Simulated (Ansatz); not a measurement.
# ZrPbSe3 (model cell, started as cubic perovskite with Zr in the octahedra): relaxing the cell for a phonon run

Task: relax ZrPbSe3 (model cell, started as cubic perovskite with Zr in the octahedra) tightly.

Method: DFT LDA, scalar-relativistic, plane waves, PAW; PAW set soft_1, in Ansatz 0.2.0.

The structure was built from a prototype and need not be the compound's stable phase.

## 1. Starting point

The structure is cubic, space group Pm-3m (No. 221). Conventional cell: a = 5.292 Å, b = 5.292 Å, c = 5.292 Å, α = 90.00°, β = 90.00°, γ = 90.00°. Pb has 12 Se at 3.74 Å nearest. Nearest to Zr lie 6 Se at 2.65 Å. Nearest to Se lie 2 Zr at 2.65 Å. Farther neighbours and most contacts between anions are not listed.

## 2. A coarse first look

A quick single point on a coarse mesh tells whether the cell has a gap and how far it is from rest, which sets the k mesh and smearing that follow.

Input file input.yaml:

```yaml
crystal:
  lattice:
    - [5.292, 0.0, 0.0]
    - [0.0, 5.292, 0.0]
    - [0.0, 0.0, 5.292]
  atoms:
    - { symbol: Pb, position: [0.0, 0.0, 0.0] }
    - { symbol: Zr, position: [0.5, 0.5, 0.5] }
    - { symbol: Se, position: [0.5, 0.5, 0.0] }
    - { symbol: Se, position: [0.5, 0.0, 0.5] }
    - { symbol: Se, position: [0.0, 0.5, 0.5] }
kpoints:
  mp_grid: { grid: [4, 4, 4] }
hamiltonian:
  xc: lda
  pseudopotentials: { kind: paw, azcp: { folder: soft_1 }, xc_functional: pbe }
scf:
  occupations: { method: gaussian, width: 0.1 }
output:
  forces: true
  stress: true
  eigenvalues: true
```

Run with:

```console
$ ansatz run input.yaml --threads 4 --pin off --max-ram 16384MiB --backend cpu --events-out ev --progress --plain --runs-dir out
```

Numbers of over 12 decimals in the logs are rounded to 6 here.

Log:

```text
Engine: ansatz 0.2.0, aarch64-unknown-linux-gnu
Pseudopotentials: kind: paw
Pseudopotential: Pb, paw, valence charge 14, recommended cutoff 420 eV (normal), soft_1/Pb.paw.azcp
Pseudopotential: Zr, paw, valence charge 12, recommended cutoff 420 eV (normal), soft_1/Zr.paw.azcp
Pseudopotential: Se, paw, valence charge 16, recommended cutoff 420 eV (normal), soft_1/Se.paw.azcp
Functional definition: SPW92
[...]
k-point 0: bands = [... 33 lower, 6.2975, 6.5885, 6.5885, 6.5885, 7.6172, 7.6172, 7.6172, 9.4550, ... 4 higher]
  k-point 1: bands = [... 33 lower, 5.7503, 6.0820, 6.5934, 6.5934, 7.6403, 8.5904, 8.6545, 8.6545, ... 4 higher]
  k-point 2: bands = [... 33 lower, 5.8558, 5.8930, 6.7228, 6.7228, 7.5765, 7.6638, 8.7427, 8.7427, ... 4 higher]
  k-point 9: bands = [... 33 lower, 3.7295, 7.4932, 7.4932, 7.4932, 8.8002, 8.8002, 8.8002, 11.1838, ... 4 higher]
[key lines of the parts left out:]
SCF converged after 8 iterations
Free energy (F): -31834.388698 eV
Fermi energy:    7.533449 eV
P = ⅓ Tr σ = -5.8146 GPa (-58.146 kbar)
```

Wall time 1.5 s (4 threads of Arm Neoverse V1, shared host); peak memory 0.49 GiB.

A gap read on the k-mesh alone can miss the band edges.

Numbers from this step:

```yaml
pressure: -5.815 GPa
volume_per_atom: 29.64 Å³
gap_on_the_k_mesh: 0.08336 eV
direct_gap_on_mesh: 0.3385 eV
```

The coarse mesh shows a gap of 0.08 eV and a pressure of -5.8 GPa.

## 3. Relaxation, k-mesh 6×6×6, smearing width 0.01 eV

Harmonic phonons are second derivatives at a point where the forces vanish, and they are wanted at zero stress, so atoms and cell are relaxed first.

input.yaml, the sections that differ from step 2:

```yaml
kpoints:
  mp_grid: { grid: [6, 6, 6] }
scf:
  occupations: { method: gaussian, width: 0.01 }
output:
  forces: true
  stress: true
  eigenvalues: true
  write_density: true
  write_potential: true
  elf: true
  volumetric_format: npy
relax:
  adjacent_minimum: "off"
  f_tol: 0.005
  max_steps: 80
  cell: { stress_tol: 0.05 }
# crystal, hamiltonian: as in step 2
```

Log:

```text
[...]
Crystal: 5 atoms, lattice volume = 148.204 Å³
Basis set: ecut = 420 eV, 2945 PW (Γ)
Bands: 45, of which v1, the nominal top of the filled ones, is band 37 counted from 1 (36 counted from 0)
Symmetry: 48 space group operations
[...]
k-points: 20 of 216
[...]
SCF iter   1: F=—  HF=-31838.569924 eV  |F-HF|=—  |Δ(HF+E_count)|=         —  Δρ=6.50e-2  dr2=2.38e1  ethr=3.10e-3  ⟨swp⟩=6.8  Hψ=3300  notcnv=0
[...]
SCF iter  11: F=-31834.427064 eV  HF=-31834.427064 eV  |F-HF|=3.75e-9  |Δ(HF+E_count)|=   1.50e-8  Δρ=8.66e-7  dr2=4.27e-9  ethr=1.35e-10  ⟨swp⟩=14.8  Hψ=5976  notcnv=0
SCF 1 converged in 11 iterations: F = -31834.427064 eV  dr2 = 4.27e-9
[...]
relax step   1: F+E_penalty+E_count = -31834.42706401 eV  Δ(F+E_penalty+E_count) = +0.000e0 eV  max|allowed force component| = 5.101e-30 eV/Å  Δτ_max = 0.0000 Å  P = -5.843 GPa  Ω = 148.204 Å³  (11 SCF iters, dr2 threshold 1.00e-7 eV, accepted)
Crystal: 5 atoms, lattice volume = 128.325 Å³
Basis set: ecut = 420 eV, 2517 PW (Γ)
[...]
iter 1 solved again at ethr=1.44e-3 eV; its pass at ethr=3.10e-3 eV (dr2=1.07e0 eV) is discarded
[...]
SCF iter   9: F=-31834.654655 eV  HF=-31834.654655 eV  |F-HF|=7.37e-8  |Δ(HF+E_count)|=   1.13e-7  Δρ=5.74e-6  dr2=6.78e-8  ethr=6.76e-10  ⟨swp⟩=14.1  Hψ=7884  notcnv=0
SCF 2 converged in 9 iterations: F = -31834.654655 eV  dr2 = 6.78e-8
relax step   2: F+E_penalty+E_count = -31834.65465529 eV  Δ(F+E_penalty+E_count) = -2.276e-1 eV  max|allowed force component| = 2.319e-29 eV/Å  Δτ_max = 0.0000 Å  P = +3.302 GPa  Ω = 128.325 Å³  energy of the carried Pulay correction = +2.052e-3 eV  (9 SCF iters, dr2 threshold 5.00e-7 eV, accepted)
Crystal: 5 atoms, lattice volume = 134.855 Å³
Basis set: ecut = 420 eV, 2601 PW (Γ)
[...]
SCF iter  11: F=-31834.708747 eV  HF=-31834.708747 eV  |F-HF|=3.19e-9  |Δ(HF+E_count)|=   2.74e-7  Δρ=1.79e-6  dr2=6.66e-9  ethr=6.76e-10  ⟨swp⟩=13.5  Hψ=6318  notcnv=0
SCF 3 converged in 11 iterations: F = -31834.708747 eV  dr2 = 6.66e-9
[...]
relax step   3: F+E_penalty+E_count = -31834.70874671 eV  Δ(F+E_penalty+E_count) = -5.409e-2 eV  max|allowed force component| = 1.321e-29 eV/Å  Δτ_max = 0.0000 Å  P = -0.447 GPa  Ω = 134.855 Å³  energy of the carried Pulay correction = +1.346e-3 eV  (11 SCF iters, dr2 threshold 5.00e-7 eV, accepted)
[...]
relax step   4: F+E_penalty+E_count = -31834.71004634 eV  Δ(F+E_penalty+E_count) = -1.300e-3 eV  max|allowed force component| = 1.089e-29 eV/Å  Δτ_max = 0.0000 Å  P = -0.031 GPa  Ω = 134.043 Å³  energy of the carried Pulay correction = +1.432e-3 eV  (6 SCF iters, dr2 threshold 4.99e-7 eV, accepted)
[...]
SCF iter   7: F=-31834.708632 eV  HF=-31834.708632 eV  |F-HF|=0.00e0  |Δ(HF+E_count)|=  2.55e-11  Δρ=4.43e-8  dr2=4.76e-12  ethr=1.00e-12  ⟨swp⟩=5.9  Hψ=4053  notcnv=0
SCF 5 converged in 7 iterations: F = -31834.708632 eV  dr2 = 4.76e-12
relax step   5: F+E_penalty+E_count = -31834.70863213 eV  Δ(F+E_penalty+E_count) = +1.414e-3 eV  max|allowed force component| = 2.787e-30 eV/Å  Δτ_max = 0.0000 Å  P = -0.032 GPa  Ω = 134.043 Å³  stress off target by 3.15e-2 GPa  SCF on the basis re-selected at this cell (its energy is not comparable with the rows above)  (7 SCF iters)
basis re-selected at this cell: Δ(F+E_penalty+E_count) = +1.414e-3 eV, ΔP = -0.001 GPa vs the last step (what re-selecting the basis moved, of the pressure what is left beyond the Pulay correction that the steps carried, after the strain that the cell walked since its last selection, with what the two solves' SCF thresholds leave and, on support functions, any second-order correction that the steps lacked; it is no m [...]
SCF converged after 7 iterations
Free energy (F): -31834.708632 eV
[...]
Internal energy: -31834.708078 eV  (E = F + TS)
E sigma→0 (E₀):  -31834.708355 eV
Entropy (-TS):   -0.000554 eV (-0.111 meV/atom)
Fermi energy:    8.862562 eV
[...]
--- Stress (GPa, compression-positive) ---
       -0.031502       0.000000      -0.000000
        0.000000      -0.031502      -0.000000
       -0.000000      -0.000000      -0.031502
  P = ⅓ Tr σ = -0.0315 GPa (-0.315 kbar)
--- Band table (eV; the first three rows and the last of 20) ---
  k-point 0: bands = [... 33 lower, 7.4570, 7.9675, 7.9675, 7.9675, 8.8550, 8.8550, 8.8550, 11.1580, ... 4 higher]
  k-point 1: bands = [... 33 lower, 7.2818, 7.3195, 7.8817, 7.8817, 8.8693, 9.6003, 9.6003, 10.6310, ... 4 higher]
  k-point 2: bands = [... 33 lower, 6.9232, 7.0760, 7.9827, 7.9827, 8.8984, 9.4799, 10.3135, 10.3135, ... 4 higher]
  k-point 19: bands = [... 33 lower, 4.7563, 8.8635, 8.8635, 8.8635, 10.2843, 10.2843, 10.2843, 13.0840, ... 4 higher]
--- Relaxed structure (4 steps of the walk, 4 accepted, 1 SCFs on fresh bases) ---
  F+E_penalty+E_count = -31834.70863213 eV   max|allowed force component| = 2.787e-30 eV/Å   (the final SCF, on the basis selected at the relaxed cell)
  cell:  # Å, volume = 134.0427 Å³
    - [5.117773, 0, 0]
    - [0, 5.117773, 0]
    - [0, 0, 5.117773]
  atoms:
    - { symbol: Pb, position: [0, 0, 0] }
    - { symbol: Zr, position: [0.5, 0.5, 0.5] }
    - { symbol: Se, position: [0.5, 0.5, 0] }
    - { symbol: Se, position: [0.5, 0, 0.5] }
    - { symbol: Se, position: [0, 0.5, 0.5] }
```

The job ended after 15 s (4 threads; peak memory 0.56 GiB; 58 s of CPU time).

Step by step:

```tsv
step	energy less that of the first step (eV)	largest force component (eV/Å)	pressure (GPa)	volume (Å³)
1	0.0000	0.0000	-5.84	148.20
2	-0.2276	0.0000	3.30	128.33
3	-0.2817	0.0000	-0.45	134.86
4	-0.2830	0.0000	-0.03	134.04
5*	-0.2816	0.0000	-0.03	134.04
```

Relaxation steps marked * repeat the geometry before them on a plane-wave basis chosen anew for their cell, so energy and pressure can jump there.

The run keeps the 48 symmetry operations that it works with, so distortions that break them were not tested.

```tsv
conventional cell, symmetrised	before	after	change
a (Å)	5.292	5.118	-3.3 %
b (Å)	5.292	5.118	-3.3 %
c (Å)	5.292	5.118	-3.3 %
volume (Å³/atom)	29.64	26.81	-9.6 %
```

Final coordinates:

```xyz
5
Lattice="5.1178 0.0000 0.0000 0.0000 5.1178 0.0000 0.0000 0.0000 5.1178" Properties=species:S:1:pos:R:3 pbc="T T T"
Pb    0.0000    0.0000    0.0000
Zr    2.5589    2.5589    2.5589
Se    2.5589    2.5589    0.0000
Se    2.5589    0.0000    2.5589
Se    0.0000    2.5589    2.5589
```

This step gave:

- pressure: -0.03150 GPa
- volume per atom: 26.81 Å³
- gap on the k-mesh: 0 eV

Valence density in the ac plane at fractional y = 0.500, with atoms of Zr and Se within 0.2 Å of it. It is the smooth field of the valence electrons, not physical close to the nuclei.

Values in e/Å³, 14 rows by 14 columns, each cell a mean:
```
 0  0  0  0  0  2 12 23  5  1  0  0  0  0
 0  0  0  0  0  1  2  2  1  1  0  0  0  0
 0  0  0  0  0  0  1  1  1  0  0  0  0  0
 0  0  0  0  0  0  0  1  0  0  0  0  0  0
 1  1  0  0  0  1  1  2  1  0  0  0  1  1
 9  3  1  0  0  2  3  4  3  1  0  1  1  5
45  9  1  1  1  3  4  4  4  2  1  1  2 23
23  5  1  0  1  2  4  4  3  1  0  1  2 12
 2  1  1  0  0  1  2  3  2  1  0  0  1  2
 1  0  0  0  0  0  1  1  0  0  0  0  0  0
 0  0  0  0  0  0  0  1  0  0  0  0  0  0
 0  0  0  0  0  1  1  1  1  0  0  0  0  0
 0  0  0  0  0  1  5  9  3  1  0  0  0  0
 0  0  0  0  1  2 23 45  9  1  0  0  0  0
```
Columns run along a (5.1 Å), rows up along c (5.1 Å). Atoms in or near the plane, at fractional coordinates: Zr at (0.50, 0.50), Se at (0.50, 0.00), Se at (0.00, 0.50).

ELF in the ac plane at fractional y = 0.500, with atoms of Zr and Se within 0.2 Å of it. It is the smooth field of the valence electrons, not physical close to the nuclei.

Ten even steps from '0' (0.02) to '9' (0.78), each cell a mean:
```
00269943798400
10148999997200
53125899873124
88522344322378
99951367522799
58963798953897
16964962874993
37964986964994
89952599733899
99731244312589
75323566652246
21137999995112
00159976898300
00279831598510
```
Columns run along a (5.1 Å), rows up along c (5.1 Å). Atoms in or near the plane, at fractional coordinates: Zr at (0.50, 0.50), Se at (0.50, 0.00), Se at (0.00, 0.50).

Electrostatic potential energy in the ac plane at fractional y = 0.500, with atoms of Zr and Se within 0.2 Å of it. With pseudopotentials it is smooth inside the atoms' cores, unlike the true potential.

Values in eV, 14 rows by 14 columns, each cell a mean:
```
 13  13  13  11   3  -8   6  11  -2  -5   8  12  13  13
 13  13  13  12   8  -3  -9  -8  -8   2  10  13  13  13
 12  12  13  12  10   6   0  -1   3   8  11  13  13  12
  7   9  11  11   9   5   1   0   3   7  10  11  10   8
 -7  -2   6   8   5  -6 -20 -23 -14   0   7   8   2  -5
  3  -7  -3   5  -2 -26 -45 -47 -38 -14   3   3  -8  -2
 13   3  -7   2  -8 -37 -50 -50 -47 -23   0  -1  -8  11
 11  -2  -6   3  -6 -33 -49 -50 -45 -20   1   0  -9   6
 -7  -8   2   7   2 -15 -33 -37 -26  -6   5   6  -3  -8
  1   5   9  10   7   2  -6  -8  -2   5   9  10   8   3
 11  12  12  12  10   7   3   2   5   8  11  12  12  11
 13  13  13  12   9   2  -6  -7  -3   6  11  13  13  13
 13  13  13  12   5  -8  -2   3  -7  -2   9  12  13  13
 13  13  13  11   1  -7  11  13   3  -7   7  12  13  13
```
Columns run along a (5.1 Å; values clipped at the 3rd and 97th percentile), rows up along c (5.1 Å). Atoms in or near the plane, at fractional coordinates: Zr at (0.50, 0.50), Se at (0.50, 0.00), Se at (0.00, 0.50).

In this step the volume went from 29.64 to 26.81 Å³/atom.

## 4. Relaxation, k-mesh 8×8×8, smearing width 0.1 eV

The relaxation is repeated from its end, on the mesh and smearing that suit the cell and gap now reached.

input.yaml, the sections that differ from step 3:

```yaml
crystal:
  lattice:
    - [5.1177728964, 0.0, 0.0]
    - [0.0, 5.1177728964, 0.0]
    - [0.0, 0.0, 5.1177728964]
  atoms:
    - { symbol: Pb, position: [0.0, 0.0, 0.0] }
    - { symbol: Zr, position: [0.5, 0.5, 0.5] }
    - { symbol: Se, position: [0.5, 0.5, 0.0] }
    - { symbol: Se, position: [0.5, 0.0, 0.5] }
    - { symbol: Se, position: [0.0, 0.5, 0.5] }
kpoints:
  mp_grid: { grid: [8, 8, 8] }
scf:
  occupations: { method: gaussian, width: 0.1 }
output:
  forces: true
  stress: true
  eigenvalues: true
# hamiltonian, relax: as in step 3
```

Log:

```text
[...]
Crystal: 5 atoms, lattice volume = 134.043 Å³
Basis set: ecut = 420 eV, 2601 PW (Γ)
Bands: 45, of which v1, the nominal top of the filled ones, is band 37 counted from 1 (36 counted from 0)
[... 1 set-up line as in the run before ...]
[...]
k-points: 35 of 512
[...]
--- Relaxed structure (2 steps of the walk, 2 accepted, 1 SCFs on fresh bases) ---
[...]
cell:  # Å, volume = 133.8764 Å³
    - [5.115656, 0, 0]
    - [0, 5.115656, 0.0]
    - [0, 0.0, 5.115656]
  atoms:
    - { symbol: Pb, position: [0, 0, 0] }
    - { symbol: Zr, position: [0.500000, 0.500000, 0.500000] }
    - { symbol: Se, position: [0.500000, 0.500000, 0] }
    - { symbol: Se, position: [0.500000, 0, 0.500000] }
    - { symbol: Se, position: [0, 0.500000, 0.500000] }
[key lines of the parts left out:]
SCF converged after 3 iterations
Free energy (F): -31834.718956 eV
Fermi energy:    8.868267 eV
P = ⅓ Tr σ = 0.0300 GPa (0.300 kbar)
```

It took 12 s on 4 threads; peak memory 0.58 GiB.

Little changed from the start: no atom moved by 0.005 Å and no cell edge by 0.1 %.

Numbers from this step:

* pressure: 0.02997 GPa
* volume per atom: 26.78 Å³

In this step the volume went from 26.81 to 26.78 Å³/atom.

## 5. Tight relaxation

Phonons need a cell at rest on their own settings, so the relaxation is repeated with tight tolerances on forces and stress, using the mesh and the filling of the phonon run that follows.

input.yaml, the sections that differ from step 4:

```yaml
crystal:
  lattice:
    - [5.1156560291, 0.0, 0.0]
    - [0.0, 5.1156560291, 0.0]
    - [0.0, 0.0, 5.1156560291]
  atoms:
    - { symbol: Pb, position: [0.0, 0.0, 0.0] }
    - { symbol: Zr, position: [0.5, 0.5, 0.5] }
    - { symbol: Se, position: [0.5, 0.5, 0.0] }
    - { symbol: Se, position: [0.5, 0.0, 0.5] }
    - { symbol: Se, position: [0.0, 0.5, 0.5] }
scf:
  occupations: { method: methfessel_paxton, width: 0.2 }
relax:
  adjacent_minimum: "off"
  f_tol: 0.001
  max_steps: 60
  cell: { stress_tol: 0.01 }
# kpoints, hamiltonian, output: as in step 4
```

Log:

```text
[...]
Crystal: 5 atoms, lattice volume = 133.876 Å³
Basis set: ecut = 420 eV, 2601 PW (Γ)
Bands: 45, of which v1, the nominal top of the filled ones, is band 37 counted from 1 (36 counted from 0)
[... 1 set-up line as in the run before ...]
[...]
k-points: 35 of 512
[...]
--- Relaxed structure (3 steps of the walk, 3 accepted, 1 SCFs on fresh bases) ---
[...]
cell:  # Å, volume = 133.9284 Å³
    - [5.116318, 0, 0]
    - [0, 5.116318, 0.0]
    - [0, 0.0, 5.116318]
  atoms:
    - { symbol: Pb, position: [0, 0, 0] }
    - { symbol: Zr, position: [0.5, 0.5, 0.5] }
    - { symbol: Se, position: [0.5, 0.5, 0] }
    - { symbol: Se, position: [0.5, 0, 0.5] }
    - { symbol: Se, position: [0, 0.5, 0.5] }
[key lines of the parts left out:]
SCF converged after 6 iterations
Free energy (F): -31834.715812 eV
Fermi energy:    8.855249 eV
P = ⅓ Tr σ = -0.0001 GPa (-0.001 kbar)
```

Run time: 15 s. Hardware: 4 threads; peak memory 0.59 GiB; 59 s of CPU time.

Little changed from the start: no atom moved by 0.005 Å and no cell edge by 0.1 %.

This step gave:

```yaml
pressure: -6.74e-5 GPa
volume_per_atom: 26.79 Å³
```

The forces vanish by symmetry and the pressure is 0.000 GPa, within the tolerances set. The cell now holds 26.79 Å³/atom.

## 6. Outcome

| Property | Result |
| --- | --- |
| space group after relaxation (within 0.01 Å) | Pm-3m |
| lattice constant a | 5.116 Å |
| lattice constant b | 5.116 Å |
| lattice constant c | 5.116 Å |
| volume per atom | 26.8 Å³ |

**Reading.** The forces vanish by symmetry and the pressure is 0.000 GPa, within the tolerances set. The cell now holds 26.79 Å³/atom. The relaxation keeps the symmetry of its start, so it says nothing on stability against lower symmetry. Spin-orbit coupling is left out, which can matter for the heavy elements here. The PAW files were made for PBE and serve the other functionals too. The starting cell was built on a prototype and not taken from a measurement, so the phase need not exist.

[Logs are printed without paths, hosts, clocks, repeated set-up lines and the standing remarks that a program may print on its own settings, such as how far it seeks lower states.]

[Hosts, paths, dates, database ids (printed as entryN), source tags and the programs' standing remarks are cut or masked in the printed files.]
